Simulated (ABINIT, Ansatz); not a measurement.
# Quasiparticle gap of SrTiO3 (Tausonite) in ABINIT

Aim: the G0W0 gap of SrTiO3 (Tausonite) on PBE, step by step.

Main program and level: ABINIT 10.8.3; PBE and many-body steps on it, plane waves.

**Experimental background.**

- Gap 3.77 eV: direct gap (M0 critical point); spectroscopic ellipsometry, second-derivative fit; 300 K; bulk crystal (commercial single crystal) (“Optical probe of ferroelectric order in bulk and thin film perovskite titanates”, 2013, arxiv:1309.1245).

This is a report of a sequence of runs, with most program output left out.

### 1. The starting structure

Symmetry: Pm-3m, No. 221, cubic system. Conventional cell: a = 3.905 Å, b = 3.905 Å, c = 3.905 Å, α = 90.00°, β = 90.00°, γ = 90.00°. Nearest to Sr lie 12 O at 2.76 Å. Nearest to Ti lie 6 O at 1.95 Å. Nearest to O lie 2 Ti at 1.95 Å and 4 Sr at 2.76 Å. Farther neighbours and most contacts between anions are not listed.

Coordinates:

```cif
data_structure
_symmetry_space_group_name_H-M 'Pm-3m'
_symmetry_Int_Tables_number 221
_cell_length_a 3.9053
_cell_length_b 3.9053
_cell_length_c 3.9053
_cell_angle_alpha 90.000
_cell_angle_beta 90.000
_cell_angle_gamma 90.000
_cell_volume 59.56
loop_
_atom_site_label
_atom_site_type_symbol
_atom_site_symmetry_multiplicity
_atom_site_Wyckoff_symbol
_atom_site_fract_x
_atom_site_fract_y
_atom_site_fract_z
_atom_site_occupancy
Sr1 Sr 1 b 0.50000 0.50000 0.50000 1
Ti1 Ti 1 a 0.00000 0.00000 0.00000 1
O1 O 3 d 0.50000 0.00000 0.00000 1
```

The cell and positions come from the Crystallography Open Database and are kept as given unless a step says otherwise.

### 2. Ground state

This step: ABINIT 10.8.3; DFT, PBE, plane waves, norm-conserving pseudopotentials.

The ground-state density comes first.

Contents of run.abi:

```
acell 3*1.0 Angstrom
rprim 
  3.905280000000 0.000000000000 0.000000000000
  0.000000000000 3.905280000000 0.000000000000
  0.000000000000 0.000000000000 3.905280000000
ntypat 3
znucl 38 22 8
natom 5
typat 1 2 3 3 3
xred 
  0.500000000000 0.500000000000 0.500000000000
  0.000000000000 0.000000000000 0.000000000000
  0.500000000000 0.000000000000 0.000000000000
  0.000000000000 0.500000000000 0.000000000000
  0.000000000000 0.000000000000 0.500000000000
pp_dirpath "pseudos"
pseudos "Sr.upf, Ti.upf, O.upf"
ecut 38
ngkpt 6 6 6
nshiftk 1
shiftk 0 0 0
kptopt 1
chksymbreak 0
nband 26
occopt 1
tolvrs 1e-10
nstep 60
prtwf 0
optforces 0
optstress 0
indata_prefix "in"
outdata_prefix "out"
tmpdata_prefix "tmp"
```

The run is started by

```sh
OMP_NUM_THREADS=1 mpirun -n 8 abinit run.abi > log
```

Run time: 24 s. Hardware: 8 MPI ranks of Arm Neoverse V1, shared host; peak memory 0.63 GiB.

This step gave:

```
total energy               : -3905.9454 eV
gap                        : 1.908 eV
k of the valence top       : 0.5, 0.5, 0.5
k of the conduction bottom : 0, 0, 0
least direct gap           : 2.263 eV
```

The gap is indirect, with the least direct gap 0.36 eV higher.

### 3. Empty states on the mesh, 4×4×4 mesh, 143 bands

The sums over transitions need many empty states on a uniform mesh; this step solves for them.

run.abi: that of step 2 with these lines changed.

```diff
@@ -18,3 +18,3 @@
 ecut 38
-ngkpt 6 6 6
+ngkpt 4 4 4
 nshiftk 1
@@ -23,9 +23,10 @@
 chksymbreak 0
-nband 26
+irdden 1
+istwfk *1
+nband 143
+prtvol 0
+optdriver 6
+gwr_task "HDIAGO"
+paral_kgb 0
 occopt 1
-tolvrs 1e-10
-nstep 60
-prtwf 0
-optforces 0
-optstress 0
 indata_prefix "in"
```

It took 2.1 min on 8 MPI ranks; peak memory 9.1 GiB.

Numbers from this step:

```yaml
gap: 1.908 eV
k_of_the_valence_top: 0.5, 0.5, 0.5
k_of_the_conduction_bottom: 0, 0, 0
least_direct_gap: 2.263 eV
k_points_computed: 10
lowest_point_of_the_top_converged_band_above_the_valence_top: 77.5025 eV
```

On this mesh the gap is 1.908 eV.

### 4. Screening, 4×4×4 mesh, 135 bands, screening to 149.7 eV

The RPA dielectric matrix is built and inverted for each q.

This step: RPA screening on PBE, plane waves, norm-conserving pseudopotentials.

run.abi: that of step 3 with these lines changed.

```diff
@@ -23,10 +23,11 @@
 chksymbreak 0
-irdden 1
 istwfk *1
-nband 143
-prtvol 0
-optdriver 6
-gwr_task "HDIAGO"
-paral_kgb 0
 occopt 1
+irdwfk 1
+optdriver 3
+nband 135
+ecuteps 5.5
+inclvkb 2
+awtr 1
+symchi 1
 indata_prefix "in"
```

Run time: 45 s. Hardware: 8 MPI ranks; peak memory 1.9 GiB; 6 min of CPU time.

Numbers from this step:

```
ε∞ with local fields, on this mesh, along the program's q direction : 6.402
the same without local fields                                       : 6.771
plasma frequency                                                    : 30.43 eV
plane waves in the screening matrix                                 : 251
```

Local fields lower ε∞ by 5 %. On a Γ-centred mesh this coarse the value itself is usually too large, while a short band sum pulls it down.

### 5. Self-energy, 4×4×4 mesh, 135 bands, screening to 149.7 eV

The self-energy is evaluated for the states that the input lists, and the levels follow from it, in one-shot runs by the linearised quasiparticle equation.

This step: G0W0 on PBE, plane waves, norm-conserving pseudopotentials.

run.abi: that of step 4 with these lines changed.

```diff
@@ -26,8 +26,17 @@
 irdwfk 1
-optdriver 3
+optdriver 4
 nband 135
+gwcalctyp 0
+ecutsigx 38
+symsigma 1
+nkptgw 2
+kptgw 
+  0.5000000000 0.5000000000 0.5000000000
+  0.0000000000 0.0000000000 0.0000000000
+bdgw 
+  18 23
+  18 23
 ecuteps 5.5
-inclvkb 2
-awtr 1
-symchi 1
+irdscr 1
+ppmodel 1
 indata_prefix "in"
```

Wall time 10 s (8 MPI ranks); peak memory 1.6 GiB.

This step gave:

```yaml
g0w0_gap_on_the_points_computed: 3.481 eV
starting_gap_on_the_mesh: 1.908 eV
k_of_the_valence_top: 0.5, 0.5, 0.5
k_of_the_conduction_bottom: 0, 0, 0
z_at_the_valence_top: 0.769
z_at_the_conduction_bottom: 0.781
least_direct_g0w0_gap_on_the_computed_points: 3.848 eV
```

The gap on the mesh goes from 1.91 eV to 3.48 eV, a correction of +1.57 eV.

Limits: finite bands, cutoff and mesh; no spin-orbit coupling; coarse k mesh. v1 is the top filled band, c1 the lowest empty one. The levels before and after the correction (eV, zero at the valence-band top of each column):

```tsv
	conduction bottom	valence top
Kohn-Sham	1.91	0.00
G0W0	3.48	0.00
```

```tsv
	level	energy (eV)
Kohn-Sham	(0.5 0.5 0.5) v3-v1	0.000
Kohn-Sham	(0.5 0.5 0.5) c1-c3	4.517
Kohn-Sham	Γ v3-v1	-0.355
Kohn-Sham	Γ c1-c3	1.908
G0W0	(0.5 0.5 0.5) v3-v1	0.000
G0W0	(0.5 0.5 0.5) c1-c3	6.411
G0W0	Γ v3-v1	-0.367
G0W0	Γ c1-c3	3.481
```

### 6. Where the time went

Times are wall times on 8 MPI ranks of Arm Neoverse V1, shared host, good to a factor of about two.

```tsv
step	time	share	memory (GiB)
ground state	24 s	12 %	0.63
empty states on the mesh	2.1 min	61 %	9.1
screening	45 s	22 %	1.9
self-energy	10 s	5 %	1.6
```

### 7. What came out

```json
{"PBE gap": "1.91 eV, indirect", "G0W0 gap on the mesh": "3.48 eV", "GW settings": "4×4×4 mesh, 135 bands, screening to 149.7 eV, Godby-Needs plasmon pole", "known limits": "not at the basis limit; no spin-orbit coupling; coarse k mesh"}
```

In words: G0W0 moves the gap on the mesh from 1.91 eV to 3.48 eV (+1.57 eV), with Z of 0.77 and 0.78 at the edges. Local fields lower the RPA ε∞ on this mesh from 6.77 to 6.40; a Γ-centred mesh this coarse tends to raise both, most where the direct gap is narrow, while a short band sum lowers them. Only 2 of the mesh's irreducible points were corrected, so a valley elsewhere could overtake. The dearest step here is «empty states on the mesh». Against experiment, by G0W0@PBE: the direct gap of 3.85 eV lies +0.08 eV from the measured 3.77 eV (direct, 300 K, 2013). An exciton line or allowed optical edge lies below the quasiparticle gap by the binding energy; a forbidden edge can push the onset above it. The calculation has static nuclei and no excitons; a measured gap holds zero-point and thermal motion, which mostly lowers it. Bands and cutoff are finite, so the gap is not at the basis limit. The miss can reach some tenths of an eV and take either sign; the mesh is an error of its own. In the G0W0 run levels were corrected at 2 k points alone, so a gap called «on the mesh» is the least over those, and an edge elsewhere would be missed. The 4×4×4 mesh is coarse for this cell, which bears on the long-range parts of exchange and screening. This is the ideal cubic cell; many perovskites, halides above all, are cubic only on average, and local tilts or off-centring can widen the gap. The many-body steps are scalar-relativistic: spin-orbit coupling is not in them.

[Paths, hosts, dates, memory and timing lines, banners, echoed tables and standing remarks are left out of the program output.]

[Logs are printed without paths, hosts, clocks, repeated set-up lines and the standing remarks that a program may print on its own settings, such as how far it seeks lower states.]

[Runs of the session that timed out or met a known fault of the program may be left out.]

[Hosts, paths, dates, database ids (printed as entryN), source tags and the programs' standing remarks are cut or masked in the printed files.]

[G0W0 gaps are taken among the corrected bands and points alone; a level outside them can change the order at an edge.]

[Where Ansatz stands beside ABINIT at settings called matched, ABINIT's density can come from a denser mesh and the files from another edition; pairs whose starting gaps differed by over 0.03 eV were left out, so agreement reads better than it is.]
